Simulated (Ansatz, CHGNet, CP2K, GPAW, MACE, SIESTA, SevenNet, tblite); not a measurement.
# Running H-capped GaSb nanowire along [001] (84 atoms) with CP2K

Aim: run H-capped GaSb nanowire along [001] (84 atoms) in CP2K and see how near its forces come to a plane-wave reference, and at what cost.

Calculated with CP2K 2026.2; the method is named at each step.

### 1. Set-up

The cell holds 84 atoms: 20 Ga, 16 Sb and 48 H. Cell: a = 19.087 Å, b = 19.087 Å, c = 24.384 Å, α = 90.0°, β = 90.0°, γ = 90.0°. It derives from GaSb (zinc-blende). Diamond section of size parameter 4.53 Å cut from zinc-blende GaSb (a = 6.096 Å) along [001], 4 periods, broken bonds capped with H, 12 Å of vacuum. Then every atom was moved at random, 0.05 Å r.m.s. a Cartesian component (hydrogen 0.6 of that). Regions: wire, 36 atoms (20 Ga and 16 Sb); hydrogen, 48 atoms (48 H). Vacuum lies along a and b. The structure's axis is c.

The yardstick, on the same geometry:

```
method                 : Kohn-Sham DFT, PBE, PAW, plane waves (Ansatz 0.2.0); cutoff 420 eV, Γ point, fermi-dirac smearing of 0.05 eV; PAW set soft_2
r.m.s. force component : 0.6708 eV/Å
longest force          : 2.952 eV/Å
SCF cycles             : 15
time                   : 1.9 min on 4 threads of Arm Neoverse V2, shared host
CPU time               : 7.5 min
```

### 2. PBE, DZVP-UZH, 280/60 Ry, diagonalisation

Method: Kohn-Sham DFT, PBE, GTH-PBE pseudopotentials, Gaussian and plane waves, DZVP-MOLOPT (UZH set), diagonalisation.

input.inp

```
&GLOBAL
  PROJECT cell
  RUN_TYPE ENERGY_FORCE
  PRINT_LEVEL LOW
&END GLOBAL
&FORCE_EVAL
  METHOD QS
  &DFT
    BASIS_SET_FILE_NAME BASIS_MOLOPT_UZH
    POTENTIAL_FILE_NAME POTENTIAL_UZH
    &MGRID
      CUTOFF 280
      REL_CUTOFF 60
    &END MGRID
    &QS
      EPS_DEFAULT 1.0E-12
    &END QS
    &SCF
      SCF_GUESS ATOMIC
      EPS_SCF 5.0E-06
      MAX_SCF 200
      ADDED_MOS 40
      &DIAGONALIZATION
        ALGORITHM STANDARD
      &END DIAGONALIZATION
      &SMEAR ON
        METHOD FERMI_DIRAC
        ELECTRONIC_TEMPERATURE [K] 580
      &END SMEAR
      &MIXING
        METHOD BROYDEN_MIXING
        ALPHA 0.2
        NBROYDEN 12
        BETA 0.05
      &END MIXING
      &PRINT
        &RESTART OFF
        &END RESTART
      &END PRINT
    &END SCF
    &XC
      &XC_FUNCTIONAL PBE
      &END XC_FUNCTIONAL
    &END XC
    &PRINT
      &MULLIKEN ON
      &END MULLIKEN
      &HIRSHFELD ON
        SHAPE_FUNCTION DENSITY
      &END HIRSHFELD
      &MO ON
        EIGENVALUES T
        OCCUPATION_NUMBERS T
        MO_INDEX_RANGE 183 206
        &EACH
          QS_SCF 0
        &END EACH
        ADD_LAST NUMERIC
      &END MO
    &END PRINT
  &END DFT
  &SUBSYS
    &CELL
      A 19.08661 0.00000 0.00000
      B 0.00000 19.08661 0.00000
      C 0.00000 0.00000 24.38400
    &END CELL
    &COORD
      SCALED
      Ga 0.38553 0.39258 0.12094
      Ga 0.38712 0.38726 0.37307
      Ga 0.38520 0.39205 0.62680
      Ga 0.39025 0.39085 0.87385
      Sb 0.38218 0.50048 0.05821
      Ga 0.38900 0.61214 0.12249
      Sb 0.38794 0.49874 0.31382
      Ga 0.38244 0.62128 0.37685
      Sb 0.38818 0.50282 0.56520
      Ga 0.38916 0.61506 0.62277
      Sb 0.38554 0.50073 0.81473
      Ga 0.38638 0.60984 0.87316
      Ga 0.61495 0.38337 0.12492
      Sb 0.49753 0.38651 0.18596
      Ga 0.61695 0.38961 0.37446
      Sb 0.50177 0.38382 0.43829
      Ga 0.61583 0.38576 0.62718
      Sb 0.49464 0.38566 0.69022
      Ga 0.61254 0.38930 0.87863
      Sb 0.49943 0.38824 0.93785
      Ga 0.50128 0.49830 0.00099
      Sb 0.61248 0.50240 0.06165
      Ga 0.61631 0.61078 0.12196
      Sb 0.50311 0.61147 0.19069
      Ga 0.50166 0.50351 0.24857
      Sb 0.60995 0.50073 0.30971
      Ga 0.61005 0.61272 0.37545
      Sb 0.49863 0.61298 0.43671
      Ga 0.50087 0.49878 0.50422
      Sb 0.60529 0.50523 0.56325
      Ga 0.61336 0.61651 0.62274
      Sb 0.50031 0.61832 0.68457
      Ga 0.50125 0.50019 0.75043
      Sb 0.61293 0.50288 0.81408
      Ga 0.61436 0.61455 0.87428
      Sb 0.50498 0.60986 0.93848
      H 0.38811 0.32450 0.08992
      H 0.32129 0.38803 0.16061
      H 0.38839 0.32227 0.33899
      H 0.32177 0.38785 0.41394
      H 0.38628 0.31983 0.58776
      H 0.32175 0.39099 0.66056
      H 0.39030 0.32032 0.83724
      H 0.32054 0.38687 0.91175
      H 0.31314 0.49996 0.02277
      H 0.32029 0.60975 0.16099
      H 0.38918 0.67952 0.08936
      H 0.31681 0.49980 0.26997
      H 0.31923 0.61290 0.41030
      H 0.38370 0.68157 0.33678
      H 0.31110 0.49976 0.52147
      H 0.38694 0.67876 0.58767
      H 0.32023 0.61401 0.66085
      H 0.31173 0.50235 0.77200
      H 0.38704 0.67930 0.83888
      H 0.32147 0.60992 0.91143
[... 24 atom lines left out ...]
      H 0.68270 0.50127 0.77134
      H 0.67965 0.61079 0.91063
      H 0.61344 0.68228 0.83827
      H 0.50018 0.68811 0.97685
    &END COORD
    &KIND Ga
      BASIS_SET DZVP-MOLOPT-PBE-GTH-q13
      POTENTIAL GTH-PBE-q13
    &END KIND
    &KIND Sb
      BASIS_SET DZVP-MOLOPT-PBE-GTH-q5
      POTENTIAL GTH-PBE-q5
    &END KIND
    &KIND H
      BASIS_SET DZVP-MOLOPT-PBE-GTH-q1
      POTENTIAL GTH-PBE-q1
    &END KIND
  &END SUBSYS
  &PRINT
    &FORCES ON
    &END FORCES
  &END PRINT
&END FORCE_EVAL
```

The run is started by

```sh
OMP_NUM_THREADS=2 cp2k.psmp -i input.inp > output.txt
```

Numbers of over 12 decimals in the logs are rounded to 6 here.

Output:

```text
CP2K| version string:                                       CP2K version 2026.2
 CP2K| Input file name                                                 input.inp
 GLOBAL| Basis set file name                                    BASIS_MOLOPT_UZH
 GLOBAL| Potential file name                                       POTENTIAL_UZH
 GLOBAL| Run type                                                   ENERGY_FORCE
 GLOBAL| Total number of message passing processes                             1
 GLOBAL| Number of threads for this process                                    2
 TOTAL NUMBERS AND MAXIMUM NUMBERS
  Total number of            - Atomic kinds:                                   3
                             - Atoms:                                         84
                             - Shell sets:                                    84
                             - Shells:                                       364
                             - Primitive Cartesian functions:                424
                             - Cartesian basis functions:                   1064
                             - Spherical basis functions:                    948
  Maximum angular momentum of- Orbital basis functions:                        3
                             - Local part of the GTH pseudopotential:          2
                             - Non-local part of the GTH pseudopotential:      4
 SCF PARAMETERS         Density guess:                                    ATOMIC
                        max_scf:                                             200
                        eps_scf:                                        5.00E-06
                        added MOs                                        40    0
                        Mixing method:                            BROYDEN_MIXING
                                                charge density mixing in g-space
                        Smear method:                                FERMI_DIRAC
                        Electronic temperature [K]:                        580.0
                        Electronic temperature [a.u.]:                  1.84E-03
                        Accuracy threshold:                             1.00E-10
 Extrapolation method: initial_guess
 Number of electrons:                                                        388
 Number of occupied orbitals:                                                194
 Number of molecular orbitals:                                               234
 Number of orbital functions:                                                948
 Number of independent orbital functions:                                    948
 SCF WAVEFUNCTION OPTIMIZATION
  Step     Update method      Time    Convergence         Total energy    Change
     1 NoMix/Diag. 0.20E+00    5.4     1.08273185     -1605.5870123008 -1.61E+03
     2 Broy./Diag. 0.20E+00    6.8     0.23484643     -1602.9881884511  2.60E+00
     3 Broy./Diag. 0.20E+00    7.2     0.48385838     -1604.9662296335 -1.98E+00
     4 Broy./Diag. 0.20E+00    7.2     0.58220700     -1606.0660501555 -1.10E+00
[...]
27 Broy./Diag. 0.20E+00    8.1     0.00000697     -1607.6572611092  5.83E-06
    28 Broy./Diag. 0.20E+00    8.0     0.00000330     -1607.6572498277  1.13E-05
  *** SCF run converged in    28 steps ***
  Electronic density on regular grids:       -388.0000000912       -0.0000000912
  Core density on regular grids:              387.9999999994       -0.0000000006
  Total charge density on r-space grids:       -0.0000000919
  Total charge density g-space grids:          -0.0000000919
  Overlap energy of the core charge distribution:               1.75474e-05
  Self energy of the core charge distribution:              -2204.630945
  Core Hamiltonian energy:                                    647.116362
  Hartree energy:                                             192.256689
  Exchange-correlation energy:                               -242.384139
  Electronic entropic energy:                                  -0.015235
  Fermi energy:                                                -0.189382
  Total energy:                                             -1607.657250
  Total energy (extrapolated to T->0):                      -1607.649632
 MO| EIGENVALUES AND OCCUPATION NUMBERS
 MO|
 MO|  Index      Eigenvalue [a.u.]        Eigenvalue [eV]             Occupation
 MO|    183              -0.201116              -5.472650               1.996645
 MO|    184              -0.200583              -5.458137               1.995517
 MO|    185              -0.199484              -5.428232               1.991860
[...]
MO|    205              -0.047876              -1.302761               0.000000
 MO|    206              -0.044683              -1.215874               0.000000
 MO| Sum:                                                             388.000000
 MO| E(Fermi):           -0.189382 a.u.         -5.153339 eV
 !-----------------------------------------------------------------------------!
                     Mulliken Population Analysis
 #  Atom  Element  Kind  Atomic population                           Net charge
       1     Ga       1         13.021353                             -0.021353
       2     Ga       1         12.990113                              0.009887
       3     Ga       1         13.000749                             -0.000749
[...]
83     H        3          1.055538                             -0.055538
      84     H        3          1.046689                             -0.046689
 # Total charge                            388.000000                 -0.000000
 !-----------------------------------------------------------------------------!
 !-----------------------------------------------------------------------------!
                           Hirshfeld Charges
  #Atom  Element  Kind  Ref Charge     Population                    Net charge
      1       Ga     1      13.000         12.899                         0.101
      2       Ga     1      13.000         12.885                         0.115
      3       Ga     1      13.000         12.894                         0.106
[...]
83       H      3       1.000          1.116                        -0.116
     84       H      3       1.000          1.017                        -0.017
  Total Charge                                                           -0.000
 !-----------------------------------------------------------------------------!
 ENERGY| Total FORCE_EVAL ( QS ) energy [hartree]          -1607.657248
 FORCES| Atomic forces [hartree/bohr]
 FORCES|   Atom     x               y               z               |f|
 FORCES|      1 -6.34951563E-02  3.02111311E-02  3.23673931E-02   7.74079805E-02
 FORCES|      2 -3.85573318E-02 -8.47274944E-02  2.35808511E-02   9.60284993E-02
 FORCES|      3 -1.40513391E-02 -1.20958361E-01 -5.67241817E-02   1.34335394E-01
[...]
FORCES|     83 -4.70760810E-03  1.67841000E-03 -2.67240222E-03   5.66748337E-03
 FORCES|     84  1.19615080E-03 -1.24997879E-02 -5.45070644E-03   1.36888887E-02
 FORCES| Sum    -5.76883161E-01  2.52780892E-03 -1.86368661E-01
 FORCES| Total atomic force                                       6.06245700E-01
```

Elapsed: 3.9 min, on 2 threads of Arm Neoverse V2, shared host; peak memory 8 GiB.

Banners, paths, timers and routine set-up lines are dropped from the logs unmarked, and long logs keep their key lines alone; longer cuts are marked.

Numbers from this run, and their distance from the reference:

- r.m.s. force component: 1.986 eV/Å
- r.m.s. difference of force components: 1830 meV/Å
- longest difference of force vectors: 11440 meV/Å
- force difference over r.m.s. force: 272.8 %
- slope of forces against the reference's: 1.161
- correlation of force components: 0.3934

This is a coarse setting, run to see what it loses.

Length of the force difference by element (eV/Å):

| element | atoms | mean | most |
| --- | --- | --- | --- |
| Ga | 20 | 6.1 | 11 |
| H | 48 | 0.042 | 0.067 |
| Sb | 16 | 0.052 | 0.11 |

The surroundings of Ga21, which bears the longest force, nearest first, numbered as they follow in the input and with coordinates relative to it.

| atom | x | y | z | distance (Å) | bonds | Hirshfeld charge (e) | Fx | Fy | Fz (eV/Å) |
| --- | --- | --- | --- | --- | --- | --- | --- | --- | --- |
| Ga21 | 0.00 | 0.00 | 0.00 | 0.00 | 4 | 0.08 | -7.43 | 7.26 | -4.75 |
| Sb22 | 2.12 | 0.08 | 1.48 | 2.59 | 4 | 0.11 | 0.29 | -0.96 | 0.45 |
| Sb20 | -0.04 | -2.10 | -1.54 | 2.60 | 4 | 0.11 | -0.09 | 0.22 | -0.42 |
| Sb36 | 0.07 | 2.13 | -1.52 | 2.62 | 4 | 0.11 | -0.57 | 0.59 | -0.30 |
| Sb5 | -2.27 | 0.04 | 1.40 | 2.67 | 4 | 0.13 | 2.42 | 0.32 | 1.62 |
| H68 | -0.13 | -3.52 | -0.63 | 3.58 | 1 | -0.01 | 0.02 | -0.08 | 0.15 |
| H69 | 3.57 | -0.01 | 0.52 | 3.61 | 1 | -0.01 | -0.39 | 0.08 | 0.09 |
| H45 | -3.59 | 0.03 | 0.53 | 3.63 | 1 | -0.01 | -1.82 | -0.02 | -1.37 |
| H84 | -0.02 | 3.62 | -0.59 | 3.67 | 1 | -0.02 | 0.06 | -0.64 | -0.28 |

Forces lie 273 % from the reference's, at 0.87 times its CPU time (on 2 against 4 cores).

The difference per atom is largest on Ga (6.1 eV/Å on average, against 0.052 on Sb). The forces add up to 31 eV/Å instead of zero, usually a sign of too coarse a grid.

Further runs of this program without a result: CP2K GFN1-xTB, diagonalisation (not converged).

### 3. Results

```
force difference from the reference : CP2K PBE, DZVP-UZH, 280/60 Ry, diagonalisation (coarse), 273 %
its CPU time                        : 6.5 min
```

Runs with settings chosen to be coarse differ by 273 % (CP2K PBE, DZVP-UZH, 280/60 Ry, diagonalisation), their programs' other errors included. The potentials hold different valence shells: 548 electrons in the reference, 388 in CP2K with DZVP-UZH; this bears on time and differences. Caps of real hydrogen don't mimic the fractional bonds of a polar compound, so surface states and strained caps may belong to the model. The electronic-structure runs sample only Γ, in a cell whose periodic width is 24 Å. Spin–orbit coupling is left out, which matters for the levels of the heavy elements.

[Also dropped from logs without a mark: logging warnings of Python, and SIESTA's first energy breakdown and zero terms.]

[Logs are printed without paths, hosts, clocks, repeated set-up lines and the standing remarks that a program may print on its own settings, such as how far it seeks lower states.]

[Hosts, paths, dates, database ids (printed as entryN), source tags and the programs' standing remarks are cut or masked in the printed files.]
